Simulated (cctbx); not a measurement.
## DyVS3 with cctbx, script by script

Library: cctbx 2025.11. The data are simulated by the first script.

## 1. Simulate the data

run.py:

```python
from cctbx import adptbx, crystal, miller, sgtbx, xray
from cctbx.array_family import flex
from iotbx.shelx import hklf
from scitbx import matrix
import scitbx.random

cs = crystal.symmetry(unit_cell=(6.503, 8.883, 6.406, 90, 90, 90), space_group_symbol='Hall: -P 2ac 2n')  # Pnma
atoms = [  # label, site, U (iso, or U11 U22 U33 U12 U13 U23 in A^2), occupancy
    ("Dy1", (0.0546, 0.25, 0.977), (0.0036, 0.0035, 0.0034, 0.0000, -0.0002, 0.0000), 1),
    ("V1", (0, 0.5, 0.5), (0.0071, 0.0044, 0.0046, -0.0002, -0.0004, 0.0001), 1),
    ("S1", (0.5189, 0.75, 0.9059), (0.0061, 0.0076, 0.0065, 0.0000, -0.0004, 0.0000), 1),
    ("S2", (0.7974, 0.4608, 0.7859), (0.0059, 0.0042, 0.0054, -0.0001, -0.0000, -0.0009), 1),
]
xs = xray.structure(crystal_symmetry=cs)
for label, site, u, occ in atoms:
    u = adptbx.u_cif_as_u_star(cs.unit_cell(), u) if isinstance(u, tuple) else u
    xs.add_scatterer(xray.scatterer(label, site=site, u=u, occupancy=occ))
xs.set_inelastic_form_factors(0.71073, "sasaki")
xs.show_summary()
p1 = xs.expand_to_p1()
ms = miller.build_set(p1, anomalous_flag=True, d_min=1.1)
flex.set_random_seed(426157)
scitbx.random.set_random_seed(426157)
ms = ms.select(flex.random_double(ms.size()) < 0.5)
i = ms.structure_factors_from_scatterers(p1, algorithm="direct").f_calc().as_intensity_array().data()
i = i * 70000 / flex.max(i)
sig = flex.sqrt(i + flex.pow2(0.015 * i) + 4 ** 2)
noise = scitbx.random.variate(scitbx.random.normal_distribution())(i.size())
data = ms.array(data=i + sig * noise, sigmas=sig).set_observation_type_xray_intensity()
with open("data.hkl", "w") as f:
    data.export_as_shelx_hklf(f)
print("reflections written:", data.size(), " <I/sigma> = %.1f" % flex.mean(data.data() / data.sigmas()))
for h, a, b in list(data.sort("data"))[:12]:
    print("%4d%4d%4d %9.1f %7.1f" % (h + (a, b)))
```

```console
$ python run.py
```

```text
Number of scatterers: 4
At special positions: 3
Unit cell: (6.503, 8.883, 6.406, 90, 90, 90)
Space group: P n m a (No. 62)
reflections written: 566  <I/sigma> = 36.0
   2   0   2   69451.3  1082.8
   1  -2  -3   47634.6   738.0
   1   2   3   46994.3   738.0
   1   2  -1   46311.0   710.4
  -1   2   1   45068.0   710.4
   1  -2   1   44836.7   710.4
  -1   2  -1   43521.3   710.4
  -2  -4  -2   42447.8   652.7
   0   2  -2   42207.8   644.8
  -2   4  -2   41959.1   652.7
   2  -4  -2   41330.2   652.7
  -2   4   2   41174.6   652.7
```

Run time: 0.22 s on 1 thread of Arm Neoverse V2, on a shared host, peak memory 0.07 GiB.

## 2. Refinement (right model)

run.py:

```python
import math
from cctbx import adptbx, crystal, maptbx, sgtbx, xray
from cctbx.array_family import flex
from cctbx.xray import observations
from iotbx.shelx import hklf
from scitbx.lstbx import normal_eqns_solving
from smtbx import absolute_structure, utils
from smtbx.refinement import constraints, least_squares

cs = crystal.symmetry(unit_cell=(6.503, 8.883, 6.406, 90, 90, 90), space_group_symbol='Hall: -P 2ac 2n')  # Pnma
atoms = [  # label, site, U (iso, or U11 U22 U33 U12 U13 U23 in A^2), occupancy
    ("Dy1", (0.0512, 0.25, 0.9773), 0.0200, 1),
    ("V1", (0, 0.5, 0.5), 0.0200, 1),
    ("S1", (0.5175, 0.75, 0.9052), 0.0200, 1),
    ("S2", (0.7936, 0.4569, 0.7879), 0.0200, 1),
]
xs = xray.structure(crystal_symmetry=cs)
for label, site, u, occ in atoms:
    u = adptbx.u_cif_as_u_star(cs.unit_cell(), u) if isinstance(u, tuple) else u
    xs.add_scatterer(xray.scatterer(label, site=site, u=u, occupancy=occ))
xs.set_inelastic_form_factors(0.71073, "sasaki")
raw = hklf.reader(file_name="data.hkl").as_miller_arrays(crystal_symmetry=cs, anomalous=True)[0]
merged = raw.eliminate_sys_absent().merge_equivalents()
fo2 = merged.array().set_observation_type_xray_intensity()
print("Rint %.3f, %d unique reflections to %.2f A" % (merged.r_int(), fo2.size(), fo2.d_min()))
for sc in xs.scatterers():
    sc.flags.set_grad_site(True)
    sc.flags.set_grad_u_aniso(sc.flags.use_u_aniso())
    sc.flags.set_grad_u_iso(sc.flags.use_u_iso())
obs = fo2.as_xray_observations()
extra = {}
rep = constraints.reparametrisation(xs, [], utils.connectivity_table(xs), **extra)
ls = least_squares.crystallographic_ls(obs, rep, weighting_scheme=least_squares.mainstream_shelx_weighting(a=0, b=0))
print("cycle     R1     wR2    GooF  max shift (A)")
for cycle in range(8):
    ls.build_up()
    r1, wr2, goof = ls.r1_factor(cutoff_factor=2)[0], ls.wR2(), ls.goof()
    old = xs.sites_cart()
    normal_eqns_solving.levenberg_marquardt_iterations(ls, n_max_iterations=3, tau=1e-06, step_threshold=1e-7)
    big = flex.max((xs.sites_cart() - old).norms())
    print("%4d %7.4f %7.4f %7.3f %9.5f" % (cycle + 1, r1, wr2, goof, big))
    ls.build_up(objective_only=True)
    if abs(ls.wR2() - wr2) < 5e-5 and big < 5e-4:
        break
ls.build_up()
print("final R1 %.4f wR2 %.4f GooF %.3f  parameters %d  data/parameter %.1f" % (ls.r1_factor(cutoff_factor=2)[0], ls.wR2(), ls.goof(), ls.n_parameters, fo2.size() / ls.n_parameters))
cov = ls.covariance_matrix_and_annotations()
su = dict(zip(cov.annotations, (math.sqrt(max(v, 0)) for v in cov.matrix.matrix_packed_u_diagonal())))
a2 = cs.unit_cell().reciprocal_parameters()[0] ** -2
print("atom        x        y        z      Ueq    occ   su(xyz)  su(Uiso or U11)")
for sc in xs.scatterers():
    s = max(su.get(sc.label + k, 0) for k in (".x", ".y", ".z"))
    npd = "" if sc.is_positive_definite_u(cs.unit_cell()) else "  NPD"
    print("%-5s %8.5f %8.5f %8.5f %8.4f %6.3f %8.5f %7.4f%s" % ((sc.label,) + sc.site + (sc.u_iso_or_equiv(cs.unit_cell()), sc.occupancy, s, su.get(sc.label + ".uiso", su.get(sc.label + ".u11", 0) * a2), npd)))
fo = fo2.f_sq_as_f()
fc = fo.structure_factors_from_scatterers(xs, algorithm="direct").f_calc()
diff = fo.f_obs_minus_f_calc(1 / math.sqrt(ls.scale_factor()), fc).average_bijvoet_mates()
m = diff.fft_map(symmetry_flags=maptbx.use_space_group_symmetry, resolution_factor=0.25).apply_volume_scaling()
print("difference map: max %.2f min %.2f rms %.2f" % (m.statistics().max(), m.statistics().min(), m.statistics().sigma()))
peaks = m.peak_search(parameters=maptbx.peak_search_parameters(min_distance_sym_equiv=0.6, max_clusters=6)).all()
near = xs.closest_distances(peaks.sites(), distance_cutoff=4)
sps = cs.special_position_settings(min_distance_sym_equiv=0.5)
for k, (x, h) in enumerate(zip(peaks.sites(), peaks.heights())):
    ss = sps.site_symmetry(x)
    print("Q%-3d %7.4f %7.4f %7.4f %4d %7.2f  %.2f A from %s" % ((k + 1,) + tuple(t % 1 for t in ss.exact_site()) + (ss.multiplicity(), h, near.smallest_distances[k], xs.scatterers()[near.i_seqs[k]].label)))
```

```console
$ python run.py
```

```text
Rint 0.012, 150 unique reflections to 1.10 A
cycle     R1     wR2    GooF  max shift (A)
   1  0.0859  0.1973  15.525   0.04512
   2  0.0052  0.0130   1.021   0.00001
final R1 0.0052 wR2 0.0130 GooF 1.021  parameters 11  data/parameter 13.6
atom        x        y        z      Ueq    occ   su(xyz)  su(Uiso or U11)
Dy1    0.05455  0.25000  0.97702   0.0033  1.000  0.00003  0.0001
V1     0.00000  0.50000  0.50000   0.0054  1.000  0.00000  0.0002
S1     0.51873  0.75000  0.90597   0.0061  1.000  0.00016  0.0003
S2     0.79748  0.46089  0.78601   0.0048  1.000  0.00010  0.0002
difference map: max 0.16 min -0.17 rms 0.05
Q1    0.1030  0.6514  0.5377    8    0.17  1.09 A from S1
Q2    0.0834  0.0372  0.4862    8    0.17  0.64 A from V1
Q3    0.0528  0.2500  0.6376    4    0.16  1.56 A from S1
Q4    0.1596  0.1288  0.0689    8    0.15  1.40 A from Dy1
Q5    0.0435  0.7500  0.2009    4    0.14  1.31 A from Dy1
Q6    0.1538  0.7500  0.3191    4    0.14  1.97 A from S1
```

Time: 0.35 s.

## 3. Simulate the data

run.py, as its changes from the last script of this kind:

```diff
@@ -21 +21 @@
-ms = miller.build_set(p1, anomalous_flag=True, d_min=1.1)
+ms = miller.build_set(p1, anomalous_flag=True, d_min=0.84)
```

```console
$ python run.py
```

```text
Number of scatterers: 4
At special positions: 3
Unit cell: (6.503, 8.883, 6.406, 90, 90, 90)
Space group: P n m a (No. 62)
reflections written: 1281  <I/sigma> = 34.5
   2   0  -2   70301.0  1082.8
  -2   0   2   68758.7  1082.8
   1   2  -3   48339.0   738.0
  -1   2  -3   48103.1   738.0
   1  -2  -3   47082.2   738.0
  -1   2   1   45776.5   710.4
   1   2   1   45095.4   710.4
  -1  -2  -1   44791.5   710.4
  -1  -2   1   43771.3   710.4
  -2   4  -2   42544.0   652.7
   2   4  -2   41380.3   652.7
   0   2   2   41141.4   644.8
```

Time: 0.22 s.

## 4. Refinement (right model)

run.py, as its changes from the last script of this kind:

```diff
@@ -12 +12 @@
-    ("Dy1", (0.0512, 0.25, 0.9773), 0.0200, 1),
+    ("Dy1", (0.0553, 0.25, 0.974), 0.0200, 1),
@@ -14,2 +14,2 @@
-    ("S1", (0.5175, 0.75, 0.9052), 0.0200, 1),
-    ("S2", (0.7936, 0.4569, 0.7879), 0.0200, 1),
+    ("S1", (0.5248, 0.75, 0.901), 0.0200, 1),
+    ("S2", (0.7946, 0.4587, 0.7841), 0.0200, 1),
@@ -21,0 +22 @@
+xs.convert_to_anisotropic()
```

```console
$ python run.py
```

```text
Rint 0.013, 337 unique reflections to 0.84 A
cycle     R1     wR2    GooF  max shift (A)
   1  0.1260  0.2789  21.161   0.04972
   2  0.0056  0.0122   0.922   0.00000
final R1 0.0056 wR2 0.0122 GooF 0.922  parameters 27  data/parameter 12.5
atom        x        y        z      Ueq    occ   su(xyz)  su(Uiso or U11)
Dy1    0.05457  0.25000  0.97698   0.0035  1.000  0.00002  0.0001
V1     0.00000  0.50000  0.50000   0.0054  1.000  0.00000  0.0002
S1     0.51891  0.75000  0.90595   0.0070  1.000  0.00008  0.0003
S2     0.79734  0.46081  0.78596   0.0051  1.000  0.00006  0.0002
difference map: max 0.30 min -0.31 rms 0.07
Q1    0.0498  0.7500  0.9733    4    0.31  0.75 A from Dy1
Q2    0.0593  0.2500  0.4943    4    0.31  0.76 A from S1
Q3    0.0442  0.2500  0.3377    4    0.27  0.60 A from S1
Q4    0.0282  0.6418  0.9719    8    0.21  1.15 A from Dy1
Q5    0.1159  0.7500  0.2719    4    0.21  1.94 A from Dy1
Q6    0.0300  0.0141  0.1141    8    0.21  1.38 A from S2
```

Time: 0.36 s.

## 5. Simulate the data

run.py, as its changes from the last script of this kind:

```diff
@@ -21 +21 @@
-ms = miller.build_set(p1, anomalous_flag=True, d_min=0.84)
+ms = miller.build_set(p1, anomalous_flag=True, d_min=0.6)
```

```console
$ python run.py
```

```text
Number of scatterers: 4
At special positions: 3
Unit cell: (6.503, 8.883, 6.406, 90, 90, 90)
Space group: P n m a (No. 62)
reflections written: 3554  <I/sigma> = 30.7
   2   0   2   72181.8  1082.8
   1   2   3   47454.3   738.0
   1   2  -3   45518.2   738.0
  -1   2   1   45435.9   710.4
   1   2  -1   45333.8   710.4
  -1  -2   1   45319.8   710.4
   1  -2   1   44623.5   710.4
  -1  -2  -1   44491.1   710.4
  -2   4   2   41722.2   652.7
   2   4   2   41453.1   652.7
   0  -2  -2   41228.3   644.8
   2  -4  -2   41155.9   652.7
```

Time: 0.23 s.

## 6. Refinement (right model)

run.py, as its changes from the last script of this kind:

```diff
@@ -12 +12 @@
-    ("Dy1", (0.0553, 0.25, 0.974), 0.0200, 1),
+    ("Dy1", (0.0576, 0.25, 0.979), 0.0200, 1),
@@ -14,2 +14,2 @@
-    ("S1", (0.5248, 0.75, 0.901), 0.0200, 1),
-    ("S2", (0.7946, 0.4587, 0.7841), 0.0200, 1),
+    ("S1", (0.5237, 0.75, 0.9034), 0.0200, 1),
+    ("S2", (0.8004, 0.4625, 0.7884), 0.0200, 1),
```

```console
$ python run.py
```

```text
Rint 0.014, 935 unique reflections to 0.60 A
cycle     R1     wR2    GooF  max shift (A)
   1  0.2292  0.4626  30.444   0.03487
   2  0.0063  0.0141   0.926   0.00000
final R1 0.0063 wR2 0.0141 GooF 0.926  parameters 27  data/parameter 34.6
atom        x        y        z      Ueq    occ   su(xyz)  su(Uiso or U11)
Dy1    0.05459  0.25000  0.97700   0.0035  1.000  0.00001  0.0000
V1     0.00000  0.50000  0.50000   0.0054  1.000  0.00000  0.0001
S1     0.51893  0.75000  0.90588   0.0068  1.000  0.00005  0.0001
S2     0.79738  0.46082  0.78589   0.0052  1.000  0.00003  0.0001
difference map: max 0.46 min -0.44 rms 0.10
Q1    0.1164  0.7500  0.4760    4    0.48  0.99 A from S1
Q2    0.0036  0.0575  0.0708    8    0.38  1.80 A from S2
Q3    0.1500  0.0135  0.0767    8    0.36  1.05 A from S2
Q4    0.0110  0.5746  0.0608    8    0.36  1.62 A from S2
Q5    0.1265  0.7500  0.2444    4    0.35  1.84 A from Dy1
Q6    0.0374  0.7085  0.5490    8    0.34  0.48 A from S1
```

Run time: 0.4 s on 1 thread of Arm Neoverse V2 (shared host), peak memory 0.09 GiB.

[Logs are printed without paths, hosts, clocks, repeated set-up lines and the standing remarks that a program may print on its own settings, such as how far it seeks lower states.]
